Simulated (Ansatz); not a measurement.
# Be3N2 (P6_3/mmc): a band-gap study from LDA to G0W0 at the band limit, part 2 of 3

Wanted: the gap of Be3N2 (P6_3/mmc) by functionals, hybrids and G0W0, carried to the basis limit, with what remains uncertain.

Ansatz 0.2.0; density functionals, hybrids, G0W0, plane waves, PAW. Known limits of the many-body steps: not at the basis limit.

So far. Step 4 (HSE06): The gap stands +1.37 eV against LDA. Step 5 (PBE0): The gap stands +2.10 eV against LDA.

In doubt: masses and optical values from hybrid runs of this build are listed as unsure (step 10), which bears on the screening that GW takes from such a start.

### 6. Dielectric tensor

ε∞ sets how strongly the crystal screens. Perturbation theory gives it with local fields and without a sum over empty bands.

This step: dielectric response by perturbation theory, LDA, plane waves, PAW; PAW set soft_1.

input.yaml

```yaml
crystal:
  lattice:
    - [2.8416792263, 0.0, 0.0]
    - [-1.4208396132, 2.4609663994, 0.0]
    - [0.0, 0.0, 9.74684101]
  atoms:
    - { symbol: Be, position: [0.33333333, 0.66666667, 0.07848597] }
    - { symbol: Be, position: [0.66666667, 0.33333333, 0.57848597] }
    - { symbol: Be, position: [0.66666667, 0.33333333, 0.92151403] }
    - { symbol: Be, position: [0.33333333, 0.66666667, 0.42151403] }
    - { symbol: Be, position: [0.0, 0.0, 0.25] }
    - { symbol: Be, position: [0.0, 0.0, 0.75] }
    - { symbol: "N", position: [0.0, 0.0, 0.0] }
    - { symbol: "N", position: [0.0, 0.0, 0.5] }
    - { symbol: "N", position: [0.33333333, 0.66666667, 0.25] }
    - { symbol: "N", position: [0.66666667, 0.33333333, 0.75] }
kpoints:
  mp_grid: { grid: [9, 9, 2] }
hamiltonian:
  xc: lda
  pseudopotentials: { kind: paw, azcp: { folder: soft_1 }, xc_functional: pbe }
scf:
  occupations: { method: fixed }
dielectric: {}
```

On the command line:

```console
$ ansatz run input.yaml --threads 3 --pin off --max-ram 92160MiB --backend cuda --events-out ev --progress --plain --runs-dir out --devices 1 --max-vram 13GiB
```

Numbers of over 12 decimals in the logs are rounded to 6 here.

The program printed:

```text
GPUs: using 1 of 1 available (devices: 1).
[...]
GPU FFT provider: cuFFT
GPU libraries: cuBLAS 13.8.2, cuFFT 12.4.0, cuSOLVER 12.3.4
Crystal: 10 atoms, lattice volume = 68.162 Å³
Basis set: ecut = 420 eV, 1329 PW (Γ), exchange–correlation on 40×40×144 points (8 copies of the dense FFT grid, shifted against one another)
Bands: 26, of which v1, the nominal top of the filled ones, is band 16 counted from 1 (15 counted from 0)
Symmetry: 24 space group operations
k-points: 50 of 162 (irreducible under 2 space group operations, time reversal used)
[...]
GPU buffer pool allocated for 28800 grid points (all kernels)
[...]
SCF iter   1: F=—  HF=-2040.463411 eV  |F-HF|=—  |Δ(HF+E_count)|=         —  Δρ=1.22e-1  dr2=1.15e1  ethr=3.10e-3  ⟨swp⟩=4.0  Hψ=5451  notcnv=0  defer=373
[...]
SCF iter  10: F=-2036.736344 eV  HF=-2036.736344 eV  |F-HF|=0.00e0  |Δ(HF+E_count)|=  2.91e-11  Δρ=4.96e-8  dr2=8.99e-13  ethr=1.00e-12  ⟨swp⟩=9.5  Hψ=5616  notcnv=0
SCF 1 converged in 10 iterations: F = -2036.736344 eV  dr2 = 8.99e-13
[...]
the response reads at least the filled bands of the reference SCF and the lowest empty band at each k-point, and that SCF's band table does not vouch for those bands. The notice of the band table in this run's record says why
[...]
Internal energy: -2036.736344 eV  (E = F + TS)
E sigma→0 (E₀):  -2036.736344 eV
Fermi energy:    7.677707 eV
[...]
--- Band table (eV; the first three rows and the last of 50) ---
  k-point 0: bands = [... 12 lower, 7.1843, 7.2851, 7.6777, 7.6777, 13.8966, 14.8224, 15.3849, 15.9182, ... 6 higher]
  k-point 1: bands = [... 12 lower, 7.4848, 7.4848, 7.4848, 7.4848, 14.5193, 14.5193, 15.7072, 15.7072, ... 6 higher]
  k-point 2: bands = [... 12 lower, 6.9397, 7.0258, 7.1998, 7.5096, 14.3073, 15.0296, 15.6671, 15.8369, ... 6 higher]
  k-point 49: bands = [... 12 lower, 4.7666, 4.7666, 6.5291, 6.5291, 13.8941, 13.8941, 14.8135, 14.8135, ... 6 higher]
--- Dielectric response (ions clamped): 3 representative field directions + reference, inside a basis on a mesh of 576 k-points (Σ response iterations 12) ---
  ε∞ (high-frequency dielectric tensor):
        4.489472    -0.000000    -0.000000
       -0.000000     4.489472    -0.000000
       -0.000000    -0.000000     5.426547
  Born effective charges Z* (e; rows j = field, columns β = displacement):
    site 0:
         1.68846   -0.00000   -0.00000
        -0.00000    1.68846   -0.00000
        -0.00000   -0.00000    1.84411
    site 1:
         1.68846   -0.00000   -0.00000
        -0.00000    1.68846   -0.00000
[...]
site 2:
[...]
site 3:
[...]
site 4:
[...]
site 5:
[...]
site 6:
[...]
site 7:
[...]
site 8:
[...]
0.00000    0.00000   -3.12677
    site 9:
        -2.14727    0.00000    0.00000
         0.00000   -2.14727    0.00000
         0.00000    0.00000   -3.12677
  Z* charge neutrality: 3.067e-3 e pre-enforcement
  solved inside a basis spanned on kpoints, on 12×12×4 k-points, its susceptibility summed on 14×14×4: ε∞ is read to err by 1.7e-2, Z* by 1.1e-2 e (field_mesh: kpoints solves on kpoints); Z* is corrected for what the basis lacks
[key lines of the parts left out:]
SCF converged after 10 iterations
Free energy (F): -2036.736344 eV
```

It took 32 s on 1 × NVIDIA H100 80GB HBM3 (shared by 6 runs) with 3 threads of AMD EPYC 7R13 (Zen 3), shared host; peak memory 2 GiB; 46 s of CPU time.

Numbers from this step:

```yaml
stated_error_of_eps_infinity: 0.017
```

One over ε∞ averages 0.21, somewhat under the quarter of exact exchange in PBE0.

High-frequency dielectric tensor:

```
4.49 0.00 0.00
0.00 4.49 0.00
0.00 0.00 5.43
```

### 7. G0W0, 6×6×2 mesh, 61 empty bands, screening to 54 eV, PAW set soft_1 files

G0W0 replaces the xc potential by the self-energy, built once from these orbitals. Only a window of levels is corrected, while the sums run over the empty bands that the input names. This step takes PAW set soft_1 files.

This step: G0W0 on LDA, plane waves, PAW; PAW set soft_1.

input.yaml: that of step 6 with these lines changed.

```diff
@@ -17,3 +17,3 @@
 kpoints:
-  mp_grid: { grid: [9, 9, 2] }
+  mp_grid: { grid: [6, 6, 2] }
 hamiltonian:
@@ -23,2 +23,7 @@
   occupations: { method: fixed }
-dielectric: {}
+gw:
+  n_empty_bands: 61
+  ecut_chi: 54
+  qp_bands: [v3, c3]
+  qp_kpoints: band_edges
+  screening: { model: contour_deformation }
```

The program printed:

```text
GPUs: using 1 of 1 available (devices: 1).
[...]
GPU FFT provider: cuFFT
GPU libraries: cuBLAS 13.8.2, cuFFT 12.4.0, cuSOLVER 12.3.4
Crystal: 10 atoms, lattice volume = 68.162 Å³
Basis set: ecut = 420 eV, 1329 PW (Γ)
Bands: 26, of which v1, the nominal top of the filled ones, is band 16 counted from 1 (15 counted from 0)
Symmetry: 24 space group operations
[...]
k-points: 14 of 72
[...]
1    15      7.4856   -22.0808     3.7861   -18.2846  0.8053     7.4756     7.4756  root
[...]
13    16      6.0346   -20.8721     3.7598   -16.8637  0.7973     5.7854     5.7860  root
    13    17     13.6109    -6.3193    -4.1283   -11.8127  0.8341    14.9894    14.9760  root
    13    18     13.6109    -6.3193    -4.1283   -11.8127  0.8341    14.9894    14.9760  root
    13    19     14.2840    -7.3189    -4.3621   -13.3583  0.8238    15.9851    15.9613  root
[key lines of the parts left out:]
SCF converged after 9 iterations
Free energy (F): -2036.732270 eV
Fermi energy:    7.678545 eV
```

Wall time 7.1 s (1 × NVIDIA H100 80GB HBM3 (shared by 6 runs) with 3 threads); peak memory 1 GiB; 8.4 s of CPU time.

This step gave:

```yaml
bands_summed: 77
rpa_eps_infinity_on_this_mesh_eigenvalues: 4.458, 4.458, 5.419
plane_waves_in_the_screening_matrix: 65
g0w0_gap_on_the_mesh: 4.424 eV
k_of_the_valence_top: 0, 0, 0
k_of_the_conduction_bottom: 0, -0.5, 0
starting_gap_on_the_mesh: 3.261 eV
least_direct_g0w0_gap_on_the_computed_points: 6.026 eV
```

The gap on the mesh goes from 3.26 eV to 4.42 eV, a correction of +1.16 eV. Between the two edge states, bare exchange in place of the xc potential would open the gap by 8.69 eV, and correlation takes back 7.53 eV.

### 8. G0W0, 6×6×2 mesh, 173 empty bands, screening to 108 eV, PAW set soft_1 files

Bands and screening cutoff are moved together, since each hides the error of the other.

input.yaml: that of step 7 with these lines changed.

```diff
@@ -24,4 +24,4 @@
 gw:
-  n_empty_bands: 61
-  ecut_chi: 54
+  n_empty_bands: 173
+  ecut_chi: 108
   qp_bands: [v3, c3]
```

The program printed:

```text
GPUs: using 1 of 1 available (devices: 1).
[...]
GPU FFT provider: cuFFT
GPU libraries: cuBLAS 13.8.2, cuFFT 12.4.0, cuSOLVER 12.3.4
Crystal: 10 atoms, lattice volume = 68.162 Å³
Basis set: ecut = 420 eV, 1329 PW (Γ)
Bands: 26, of which v1, the nominal top of the filled ones, is band 16 counted from 1 (15 counted from 0)
Symmetry: 24 space group operations
[...]
k-points: 14 of 72
[...]
1    15      7.4856   -22.0808     3.2559   -18.2846  0.7980     6.9432     6.9453  root
[...]
13    16      6.0346   -20.8721     3.3170   -16.8637  0.7911     5.3391     5.3431  root
    13    17     13.6109    -6.3193    -4.4909   -11.8127  0.8308    14.6203    14.6134  root
    13    18     13.6109    -6.3193    -4.4909   -11.8127  0.8308    14.6203    14.6134  root
    13    19     14.2840    -7.3189    -4.7733   -13.3583  0.8186    15.5627    15.5501  root
[key lines of the parts left out:]
SCF converged after 9 iterations
Free energy (F): -2036.732270 eV
Fermi energy:    7.678545 eV
```

Run time: 7.7 s. Hardware: 1 × NVIDIA H100 80GB HBM3 (shared by 6 runs) with 3 threads; peak memory 1.1 GiB; 11 s of CPU time.

Numbers from this step:

| Quantity | Value |
| --- | --- |
| bands summed | 189 |
| RPA ε∞ on this mesh (eigenvalues) | 4.356, 4.356, 5.304 |
| plane waves in the screening matrix | 191 |
| G0W0 gap on the mesh | 4.677 eV |
| k of the valence top | 0, 0, 0 |
| k of the conduction bottom | 0, -0.5, 0 |
| starting gap on the mesh | 3.261 eV |
| least direct G0W0 gap on the computed points | 6.206 eV |

Against the run with 6×6×2 mesh, 61 empty bands, screening to 54 eV, PAW set soft_1 files, the gap moves by +0.25 eV.

### 9. G0W0, 6×6×2 mesh, 373 empty bands, screening to 180 eV, PAW set soft_1 files

input.yaml: that of step 8 with these lines changed.

```diff
@@ -24,4 +24,4 @@
 gw:
-  n_empty_bands: 173
-  ecut_chi: 108
+  n_empty_bands: 373
+  ecut_chi: 180.0
   qp_bands: [v3, c3]
```

The program printed:

```text
GPUs: using 1 of 1 available (devices: 1).
[...]
GPU FFT provider: cuFFT
GPU libraries: cuBLAS 13.8.2, cuFFT 12.4.0, cuSOLVER 12.3.4
Crystal: 10 atoms, lattice volume = 68.162 Å³
Basis set: ecut = 420 eV, 1329 PW (Γ)
Bands: 26, of which v1, the nominal top of the filled ones, is band 16 counted from 1 (15 counted from 0)
Symmetry: 24 space group operations
[...]
k-points: 14 of 72
[...]
GPU buffer pool allocated for 28800 grid points (all kernels)
[...]
SCF iter   1: F=—  HF=-2040.461576 eV  |F-HF|=—  |Δ(HF+E_count)|=         —  Δρ=1.22e-1  dr2=1.15e1  ethr=3.10e-3  ⟨swp⟩=4.0  Hψ=1538  notcnv=0  defer=100
[...]
SCF iter   9: F=-2036.732270 eV  HF=-2036.732270 eV  |F-HF|=8.34e-11  |Δ(HF+E_count)|=   3.82e-8  Δρ=5.41e-7  dr2=1.44e-10  ethr=3.13e-10  ⟨swp⟩=8.3  Hψ=1515  notcnv=0
SCF 1 converged in 9 iterations: F = -2036.732270 eV  dr2 = 1.44e-10
[...]
G₀W₀ screening: q 1/14
[... further progress lines ...]
SCF converged after 9 iterations
Free energy (F): -2036.732270 eV
[...]
Internal energy: -2036.732270 eV  (E = F + TS)
E sigma→0 (E₀):  -2036.732270 eV
Fermi energy:    7.678545 eV
[...]
--- Band table (eV; the first three rows and the last of 14) ---
  k-point 0: bands = [... 12 lower, 7.1846, 7.2861, 7.6785, 7.6785, 13.8971, 14.8229, 15.3851, 15.9181, ... 6 higher]
  k-point 1: bands = [... 12 lower, 7.4856, 7.4856, 7.4856, 7.4856, 14.5199, 14.5199, 15.7075, 15.7075, ... 6 higher]
  k-point 2: bands = [... 12 lower, 6.5929, 6.6739, 7.0892, 7.3122, 14.6381, 14.7107, 15.3460, 15.6634, ... 6 higher]
  k-point 13: bands = [... 12 lower, 4.6712, 4.6712, 6.0346, 6.0346, 13.6109, 13.6109, 14.2840, 14.2840, ... 6 higher]
[...]
0    14      7.2861   -21.6202     2.7501   -18.0892  0.7921     6.5007     6.5052  root
     0    15      7.6785   -22.2201     2.8876   -18.4987  0.7951     6.8397     6.8447  root
     0    16      7.6785   -22.2201     2.8876   -18.4987  0.7951     6.8397     6.8447  root
     0    17     13.8971    -9.5713    -4.8822   -15.2706  0.8119    14.7192    14.7143  root
     0    18     14.8229    -9.2046    -5.2745   -15.4584  0.8059    15.8101    15.8023  root
     0    19     15.3851    -7.7954    -5.1116   -13.9551  0.8188    16.4415    16.4331  root
     1    14      7.4856   -22.0808     2.9389   -18.2846  0.7948     6.6229     6.6283  root
     1    15      7.4856   -22.0808     2.9389   -18.2846  0.7948     6.6229     6.6283  root
     1    16      7.4856   -22.0808     2.9389   -18.2846  0.7948     6.6229     6.6283  root
     1    17     14.5199    -9.7380    -5.1425   -15.8082  0.8047    15.4546    15.4476  root
     1    18     14.5199    -9.7380    -5.1425   -15.8082  0.8047    15.4546    15.4476  root
     1    19     15.7075    -8.2359    -5.1074   -14.4017  0.8142    16.7748    16.7658  root
     2    14      6.6739   -21.7578     3.2502   -17.5237  0.7922     5.6818     5.6900  root
     2    15      7.0892   -21.5054     2.7833   -17.9284  0.7918     6.2908     6.2954  root
     2    16      7.3122   -22.0476     2.9592   -18.2308  0.7942     6.4492     6.4547  root
     2    17     14.6381    -9.2322    -5.0051   -15.1693  0.8089    15.5769    15.5701  root
     2    18     14.7107    -8.0777    -5.1675   -14.3035  0.8111    15.7781    15.7689  root
     2    19     15.3460    -7.0944    -5.0182   -13.1550  0.8202    16.3969    16.3884  root
     3    14      6.7486   -21.5576     3.0355   -17.6058  0.7914     5.8255     5.8322  root
     3    15      7.0605   -21.8724     3.0270   -17.9568  0.7936     6.1658     6.1719  root
     3    16      7.0605   -21.8724     3.0270   -17.9568  0.7936     6.1658     6.1719  root
     3    17     14.6000    -8.5224    -5.0613   -14.5838  0.8111    15.6079    15.6000  root
     3    18     14.6000    -8.5224    -5.0613   -14.5838  0.8111    15.6079    15.6000  root
     3    19     15.5711    -7.1668    -5.0938   -13.3704  0.8182    16.6909    16.6809  root
[...]
12    18     13.8526    -6.3737    -4.6620   -11.9341  0.8280    14.7565    14.7509  root
    12    19     13.8526    -6.3737    -4.6620   -11.9341  0.8280    14.7565    14.7509  root
    13    14      4.6712   -21.1274     3.3644   -16.6792  0.7873     3.5758     3.5875  root
    13    15      6.0346   -20.8721     3.0610   -16.8637  0.7881     5.0793     5.0872  root
    13    16      6.0346   -20.8721     3.0610   -16.8637  0.7881     5.0793     5.0872  root
    13    17     13.6109    -6.3193    -4.6256   -11.8127  0.8300    14.4838    14.4787  root
    13    18     13.6109    -6.3193    -4.6256   -11.8127  0.8300    14.4838    14.4787  root
    13    19     14.2840    -7.3189    -4.9388   -13.3583  0.8173    15.3942    15.3846  root
```

Elapsed: 24 s, on 1 × NVIDIA H100 80GB HBM3 (shared by 6 runs) with 3 threads; peak memory 1.5 GiB; 30 s of CPU time.

This step gave:

```yaml
bands_summed: 389
rpa_eps_infinity_on_this_mesh_eigenvalues: 4.349, 4.349, 5.293
plane_waves_in_the_screening_matrix: 363
q_points_in_the_mesh: 72
g0w0_gap_on_the_mesh: 4.879 eV
k_of_the_valence_top: 0, 0, 0
k_of_the_conduction_bottom: 0, -0.5, 0
starting_gap_on_the_mesh: 3.261 eV
z_at_the_valence_top: 0.7951
z_at_the_conduction_bottom: 0.8355
least_direct_g0w0_gap_on_the_computed_points: 6.352 eV
```

Against the run with 6×6×2 mesh, 173 empty bands, screening to 108 eV, PAW set soft_1 files, the gap moves by +0.20 eV.

Limits: finite bands, cutoff and mesh. v1 is the top filled band, c1 the lowest empty one. The levels before and after the correction (eV, zero at the valence-band top of each column):

```csv
,conduction bottom,valence top
Kohn-Sham,3.26,0.00
G0W0,4.88,0.00
```

```csv
,level,occupation,energy (eV)
Kohn-Sham,Γ v3,2,-0.392
Kohn-Sham,Γ v2-v1,2,0.000
Kohn-Sham,Γ c1,0,6.219
Kohn-Sham,Γ c2,0,7.144
Kohn-Sham,Γ c3,0,7.707
Kohn-Sham,(0 -0.5 0) v3,2,-2.053
Kohn-Sham,(0 -0.5 0) v2,2,-1.429
Kohn-Sham,(0 -0.5 0) v1,2,-1.405
Kohn-Sham,(0 -0.5 0) c1,0,3.261
Kohn-Sham,(0 -0.5 0) c2,0,5.063
Kohn-Sham,(0 -0.5 0) c3,0,7.243
G0W0,Γ v3,2,-0.340
G0W0,Γ v2-v1,2,0.000
G0W0,Γ c1,0,7.870
G0W0,Γ c2,0,8.958
G0W0,Γ c3,0,9.588
G0W0,(0 -0.5 0) v3,2,-2.132
G0W0,(0 -0.5 0) v2,2,-1.473
G0W0,(0 -0.5 0) v1,2,-1.514
G0W0,(0 -0.5 0) c1,0,4.879
G0W0,(0 -0.5 0) c2,0,6.733
G0W0,(0 -0.5 0) c3,0,9.064
```

How the two edges are built up, in eV (the quasiparticle level is the starting level plus Σx plus Σc less Vxc):

```csv
run,edge,start,Σx,Σc,Vxc,Z,QP
77 bands,valence top,7.68,-22.22,3.75,-18.50,0.81,7.71
77 bands,conduction bottom,10.94,-6.91,-3.77,-11.88,0.84,12.14
189 bands,valence top,7.68,-22.22,3.21,-18.50,0.80,7.17
189 bands,conduction bottom,10.94,-6.91,-4.06,-11.88,0.84,11.85
389 bands,valence top,7.68,-22.22,2.89,-18.50,0.80,6.84
389 bands,conduction bottom,10.94,-6.91,-4.18,-11.88,0.84,11.72
```

### 10. G0W0@HSE06, 6×6×2 mesh, 173 empty bands, screening to 108 eV, PAW set soft_1 files

The same correction from a different start measures what one shot leaves open. Bands and cutoff differ from the step before, so it is read against an earlier run that matches them.

This step: G0W0 on HSE06, plane waves, PAW; PAW set soft_1.

input.yaml: that of step 9 with these lines changed.

```diff
@@ -19,4 +19,4 @@
 hamiltonian:
-  xc: lda
-  pseudopotentials: { kind: paw, azcp: { folder: soft_1 }, xc_functional: pbe }
+  xc: hse06
+  pseudopotentials: { kind: paw, azcp: { folder: soft_1 } }
 scf:
@@ -24,4 +24,4 @@
 gw:
-  n_empty_bands: 373
-  ecut_chi: 180.0
+  n_empty_bands: 173
+  ecut_chi: 108
   qp_bands: [v3, c3]
```

The program printed:

```text
GPUs: using 1 of 1 available (devices: 1).
[...]
GPU FFT provider: cuFFT
GPU libraries: cuBLAS 13.8.2, cuFFT 12.4.0, cuSOLVER 12.3.4
Crystal: 10 atoms, lattice volume = 68.162 Å³
Basis set: ecut = 420 eV, 1329 PW (Γ)
Bands: 26, of which v1, the nominal top of the filled ones, is band 16 counted from 1 (15 counted from 0)
Symmetry: 24 space group operations
[...]
k-points: 14 of 72
[...]
1    14      6.8325   -22.1038     3.0056   -18.9927  0.8229     6.7270     6.7271  root
     1    15      6.8325   -22.1038     3.0056   -18.9927  0.8229     6.7270     6.7271  root
[...]
13    16      5.2970   -20.9689     3.0769   -17.6893  0.8167     5.0940     5.0943  root
    13    17     14.4601    -6.0298    -4.2100   -10.7289  0.8520    14.9504    14.9492  root
    13    18     14.4601    -6.0298    -4.2100   -10.7289  0.8520    14.9504    14.9492  root
    13    19     15.3169    -6.9955    -4.4410   -12.0860  0.8421    15.9688    15.9664  root
[key lines of the parts left out:]
Free energy (F): -2103.767400 eV
Fermi energy:    7.041027 eV
```

The job ended after 26 s (1 × NVIDIA H100 80GB HBM3 (shared by 6 runs) with 3 threads; peak memory 1.5 GiB).

Numbers from this step:

```
bands summed                                 : 189
RPA ε∞ on this mesh (eigenvalues)            : 3.727, 3.727, 4.302
plane waves in the screening matrix          : 191
G0W0 gap on the mesh                         : 5.205 eV
k of the valence top                         : 0, 0, 0
k of the conduction bottom                   : 0, -0.5, 0
starting gap on the mesh                     : 4.626 eV
least direct G0W0 gap on the computed points : 6.774 eV
```

Against the run with 6×6×2 mesh, 173 empty bands, screening to 108 eV, PAW set soft_1 files on LDA, the gap moves by +0.53 eV, while the start moved by +1.37 eV.

(Continued in part 3 of 3.)

[Paths, hosts, dates, memory and timing lines, banners, echoed tables and standing remarks are left out of the program output.]

[Logs are printed without paths, hosts, clocks, repeated set-up lines and the standing remarks that a program may print on its own settings, such as how far it seeks lower states.]

[Runs of the session that timed out or met a known fault of the program may be left out.]

[Cells called generated may have been cut or substituted from an entry of the Crystallography Open Database or the Materials Project.]

[Hosts, paths, dates, database ids (printed as entryN), source tags and the programs' standing remarks are cut or masked in the printed files.]
